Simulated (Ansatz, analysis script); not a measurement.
# Energy of a turned moment in MnS, part 2 of 2

How well does a Heisenberg term describe MnS? One moment is turned under a constraint.

Ansatz 0.2.0; PBEsol with U = 4 eV on Mn d (ortho-atomic projectors), PAW set soft_1 (files made for PBE).

So far. Step 2 (Collinear start 1: antiferro q=(0,1/2,1/2) +-): It ends antiferromagnetic, with 4.47 μB on the largest site. Step 3 (Collinear start 2: antiferro q=(0,0,1/2) +-): It ends antiferromagnetic, with 4.41 μB on the largest site.

The database entry behind the starting cell differs from later determinations by our own check (an axis about 0.2 % short against later determinations), so it need not match the best structure at ambient conditions.

**5. The batch**

Level of this step: Ansatz DFT on spinors, a batch of states with constrained moment directions; PBEsol+U, PAW set soft_1; PAW set soft_1 (Ansatz).

A canted state is in general not stationary, so a lock holds the direction of each moment by a field that the run finds for itself, with a floor under its size so that it cannot collapse. One batch solves all states on one mesh, so that their energies can be subtracted.

The input counts atoms from 0. Atom 1 (Mn) is the turned one, and with it all its lattice images.

Input file input.yaml:

```yaml
crystal:
  lattice:
    - [0.0, 2.6045, 2.6045]
    - [2.6045, 0.0, 2.6045]
    - [5.209, 5.209, 0.0]
  atoms:
    - { symbol: Mn, position: [0.0, 0.0, 0.0], spin: 4.41, spin_axis: [0.0, 0.0, 1.0] }
    - { symbol: Mn, position: [0.0, 0.0, 0.5], spin: 4.41, spin_axis: [0.0, 0.0, -1.0] }
    - { symbol: S, position: [0.5, 0.5, 0.25] }
    - { symbol: S, position: [0.5, 0.5, 0.75] }
kpoints:
  mp_grid: { grid: [6, 6, 3] }
hamiltonian:
  xc: pbesol
  hubbard:
    projectors: ortho-atomic
    sites: [{ species: Mn, l: d, u_eff: 4.0 }]
  pseudopotentials: { kind: paw, azcp: { folder: soft_1 }, xc_functional: pbe }
scf:
  occupations: { method: fermi_dirac, width: 0.05 }
  max_iter: 120
  convergence: { dr2_threshold: 1.0e-08 }
basis:
  ecutwfc: 420.0
magnetization:
  noncollinear: true
magnetic_configurations:
  lock: { kind: ray, floor_fraction: 0.25 }
  seed: rotate
  angular_fan:
    site: 1
    rotation_axis: [0, 1, 0]
    angles_deg: [0, 30, 60, 90, 135, 180]
checkpoint:
  read: start
```

Started as:

```console
> ansatz run input.yaml --threads 4 --pin off --max-ram 8192MiB --backend cpu --events-out ev --progress --plain --runs-dir out
```

Numbers of over 12 decimals in the logs are rounded to 6 here.

Log:

```text
Warning: checkpoint.read: spin treatment differs: saved collinear, current noncollinear; the saved charge density seeds this run and the saved magnetisation is carried along the axis that this deck's starting moments share; the saved density holds an absolute magnetisation of 9.4e0 μB; saved orbitals are not carried; the saved PAW projector densities are carried along that axis; the saved DFT+U occupations are carried along that axis
[...]
davidson cushion auto → off  (block headroom 10 ≥ Hubbard manifold empty extent 10; pin scf.eigensolver.cushion to override)
Crystal: 4 atoms, lattice volume = 70.670 Å³
Basis set: ecut = 420 eV, 1401 PW (Γ)
Bands: 52, of which v1, the nominal top of the filled ones, is band 42 counted from 1 (41 counted from 0)
Symmetry: 4 space group operations
k-points: 56 of 108 (irreducible under 2 space group operations)
[...]
Starting moments: Σ|m| = 8.82 μB on 2 of 4 sites; this step starts from the density that it was given
[...]
iter 1 solved again at ethr=1.22e-5 eV; its pass at ethr=1.00e-1 eV (dr2=5.12e-3 eV) is discarded
SCF iter   1: F=-9507.372825 eV  HF=-9507.372825 eV  |F-HF|=1.47e-7  |Δ(HF+E_count)|=         —  Δρ=1.48e-5  dr2=1.90e-7  dr2_m=3.63e-9  ethr=1.22e-5  |M|=1.75e-15 ∫|m|=9.44e0 μB  |m|>n=0.0e0 m-floor=0.0e0 τ_xc=6.0e-14 mc-row=0.0e0  β_m=0.30  ⟨swp⟩=12.3  Hψ=23837  notcnv=0
eigensolver tolerance schedule: the retry pair's looser diagonalisation over-reported the residual by 26931.83 of it (diagonalisation noise at an unbounded share of the residual, at the tolerance the schedule requests for it); recorded, not acted on — ethr = c·dr2/N_el stays at c = 1.0e-1
[...]
spin=Noncollinear: Resta preconditioning applied to the charge; magnetization (m_x, m_y, m_z) channels mix plain (no charge-response kernel on spin).
SCF iter   2: F=-9507.372829 eV  HF=-9507.372829 eV  |F-HF|=2.53e-8  |Δ(HF+E_count)|=   4.51e-6  Δρ=5.87e-6  dr2=3.14e-8  dr2_m=3.08e-10  ethr=4.52e-10  |M|=3.70e-13 ∫|m|=9.44e0 μB  |m|>n=0.0e0 m-floor=0.0e0 τ_xc=1.0e-12 mc-row=0.0e0  β_m=0.26  ⟨swp⟩=6.2  Hψ=12017  notcnv=0
[...]
SCF iter   4: F=-9507.372829 eV  HF=-9507.372829 eV  |F-HF|=6.22e-10  |Δ(HF+E_count)|=   5.21e-9  Δρ=1.12e-6  dr2=9.89e-10  dr2_m=2.11e-11  ethr=2.37e-12  |M|=5.33e-10 ∫|m|=9.44e0 μB  |m|>n=0.0e0 m-floor=0.0e0 τ_xc=4.4e-10 mc-row=0.0e0  ⟨swp⟩=3.3  Hψ=12071  notcnv=0  defer=1
SCF 1 converged in 4 iterations: F = -9507.372829 eV  dr2 = 9.89e-10
[...]
the search or the solves at the SCF's close seem to have found levels that the self-consistency loop had missed (the run counts 3). By its estimate they hold under 1e-12 electrons; where the run keeps them, the occupations were computed again with them
── magnetic configuration reference member: converged ──
── magnetic configuration member 1/6: fan1.0 ──
[...]
SCF 1 converged in 4 iterations: F = -9507.372829 eV  dr2 = 7.21e-9
[...]
── member 1 fan1.0: converged ──
── magnetic configuration member 2/6: fan1.30 ──
Symmetry: 2 space group operations
k-points: 56 of 108
[...]
SCF 1 converged in 8 iterations: F = -9507.367027 eV  dr2 = 2.40e-10
── member 2 fan1.30: converged ──
── magnetic configuration member 3/6: fan1.60 ──
[...]
SCF 1 converged in 9 iterations: F = -9507.350327 eV  dr2 = 2.95e-10
── member 3 fan1.60: converged ──
── magnetic configuration member 4/6: fan1.90 ──
[...]
SCF 1 converged in 9 iterations: F = -9507.325151 eV  dr2 = 9.32e-10
── member 4 fan1.90: converged ──
── magnetic configuration member 5/6: fan1.135 ──
[...]
SCF 1 converged in 9 iterations: F = -9507.283086 eV  dr2 = 3.52e-9
── member 5 fan1.135: converged ──
── magnetic configuration member 6/6: fan1.180 ──
[...]
SCF 1 converged in 8 iterations: F = -9507.262363 eV  dr2 = 2.03e-9
── member 6 fan1.180: converged ──
SCF converged after 4 iterations
Stability not checked: this state was not tested for a lower state beside it, because a magnetisation constraint still acts at the end of the SCF (magnetization_constraint; see scf.lower_state_search)
Magnetization: |M| = 0.0000 μB,  M = (-0.0000, +0.0000, +0.0000) μB
Absolute magnetization: 9.4461 μB (∫|m|, with the PAW one-centre terms)
  site 0: m = (-0.0000, +0.0000, +4.4080) μB, |m| = 4.4080 μB  (R = 1.07 Å)
  site 1: m = (-0.0000, +0.0000, -4.4080) μB, |m| = 4.4080 μB  (R = 1.07 Å)
  site 2: m = (-0.0000, +0.0000, +0.0000) μB, |m| = 0.0000 μB  (R = 1.07 Å)
  site 3: m = (-0.0000, +0.0000, -0.0000) μB, |m| = 0.0000 μB  (R = 1.07 Å)
--- Magnetisation constraints (ε_frz = 1.0e-4 eV) ---
  site  kind           target                      achieved (μB)             |Δ|max (μB)  g (eV/μB)                     λ_eff  esc  ok   flags
  0     per_site_axis  ê (+0.000, +0.000, +1.000)  (-0.000, +0.000, +4.408)  6.27e-11     (-7.8e-11, +1.3e-10, +0.0e0)  1.000  0    yes
  1     per_site_axis  ê (+0.000, +0.000, -1.000)  (-0.000, +0.000, -4.408)  6.27e-11     (-1.3e-10, +7.8e-11, +0.0e0)  1.000  0    yes
Free energy (F): -9507.372829 eV
[...]
Internal energy: -9507.372829 eV  (E = F + TS)
E sigma→0 (E₀):  -9507.372829 eV
Fermi energy:    10.412679 eV
[...]
--- Hubbard shell moments (per corrected site; Tr N, ν in electrons; μ in μ_B) ---
  shell 0: Tr N=5.2983  μ_S=(-0.0000, +0.0000, +4.6419)  μ_L=(-0.0000, +0.0000, +0.0000)  μ=(-0.0000, +0.0000, +4.6419)  ν=0.0000 along (-0.000, +0.000, +1.000)
  shell 1: Tr N=5.2983  μ_S=(-0.0000, +0.0000, -4.6419)  μ_L=(-0.0000, +0.0000, -0.0000)  μ=(-0.0000, +0.0000, -4.6419)  ν=0.0000 along (-0.000, +0.000, -1.000)
--- Band table (eV; the first three rows and the last of 56) ---
  k-point 0: bands = [... 38 lower, 8.6376, 8.6376, 8.6410, 8.6410, 12.3063, 12.3063, 12.6395, 12.6395, ... 6 higher]
  k-point 1: bands = [... 38 lower, 9.2843, 9.2843, 9.2843, 9.2843, 12.3755, 12.3755, 12.5498, 12.5498, ... 6 higher]
  k-point 2: bands = [... 38 lower, 8.9841, 8.9841, 8.9895, 8.9895, 12.3827, 12.3827, 12.6793, 12.6793, ... 6 higher]
  k-point 55: bands = [... 38 lower, 8.2298, 8.2298, 8.5843, 8.5843, 11.9749, 11.9749, 12.6513, 12.6513, ... 6 higher]
Occupation matrices written to <dir>
--- Magnetic configurations: 6 members + reference (common group order 2, 56 k-points under it; ray lock λ = 1 eV/μ_B², moment radius default, seed rotate, symmetry detected) ---
  F: the free energy, without the constraint's penalty, at the texture the member reached; Δ(F+E_count)@target: (F + electron-count term + first-order target correction) against the reference's — the energy at the target texture, the difference a fit consumes
  member                      status             F (eV) Δ(F+E_count)@target (meV)  max|Δm| μB  max|g| eV/μB  outer  esc   |G|
  reference                converged      -9507.3728295                    +0.000    6.27e-11      1.25e-10      0    0     4
  fan1.0                   converged      -9507.3728295                    +0.000    2.64e-10      5.28e-10      0    0     4
  fan1.30                  converged      -9507.3670266                    +5.828     2.49e-3       4.98e-3      0    0     2
  fan1.60                  converged      -9507.3503270                   +22.589     4.65e-3       9.30e-3      0    0     2
[...]
fan1.135                 converged      -9507.2830856                   +89.854     5.26e-3       1.05e-2      0    0     2
  fan1.180                 converged      -9507.2623630                  +110.467    1.39e-14      2.78e-14      0    0     4
  no lower state was looked for behind 7 of the runs: none is made under a magnetisation constraint held to the close
```

Wall time 2.3 min (4 threads of Arm Neoverse V1, shared host); peak memory 0.71 GiB; 9.2 min of CPU time.

The batch gives an energy and a set of moments for each member that converges.

**6. Reading the batch**

All numbers here come from the batch. Energies are free energies plus the run's first-order correction to the targets, less the reference.

```
angle (°)  energy (meV a cell)  turned moment (μB)
        0                 0.00               4.408
       30                 5.83               4.413
       60                22.59               4.426
       90                47.82               4.445
      135                89.85               4.476
      180               110.47               4.492
```

A fit E(θ) = A (1 − cos θ) + B sin²θ to the 5 turned states whose moment kept its size within 15 % gives A = 55.0 meV and B = -7.12 meV, with an r.m.s. miss of 0.37 meV. A > 0 favours the reference's alignment.

**7. What came out**

| Item | Value |
| --- | --- |
| energy at 180° | 110 meV a cell |
| turned moment | 4.41 μB at 0°, 4.49 μB at 180° |
| bilinear term A | 55.0 meV |
| biquadratic term B | -7.12 meV |

Every turn costs energy, 110 meV a cell at 180°, so the antiferromagnetic reference is stable against this one rotation; no orders other than those typed and the 180° state were run. The turned moment keeps its size within 1.9 %. The biquadratic term is 13 % of the bilinear one, so a Heisenberg term alone is not enough; B < 0 softens the collinear states, though not enough for a canted minimum. With two magnetic atoms a cell and E = −Σ J e·e over ordered pairs, the couplings of one atom to all images of the other sum to -27.5 meV. Spin–orbit coupling is switched off, and couplings of the turned atom to its own lattice images don't enter, since these turn with it.

[Logs and program files are shortened in this print: banners, set-up blocks, solver, clock and traceback lines can be left out without a mark of their own.]

[Logs are printed without paths, hosts, clocks, repeated set-up lines and the standing remarks that a program may print on its own settings, such as how far it seeks lower states.]

[Hosts, paths, dates, database ids (printed as entryN), source tags and the programs' standing remarks are cut or masked in the printed files.]
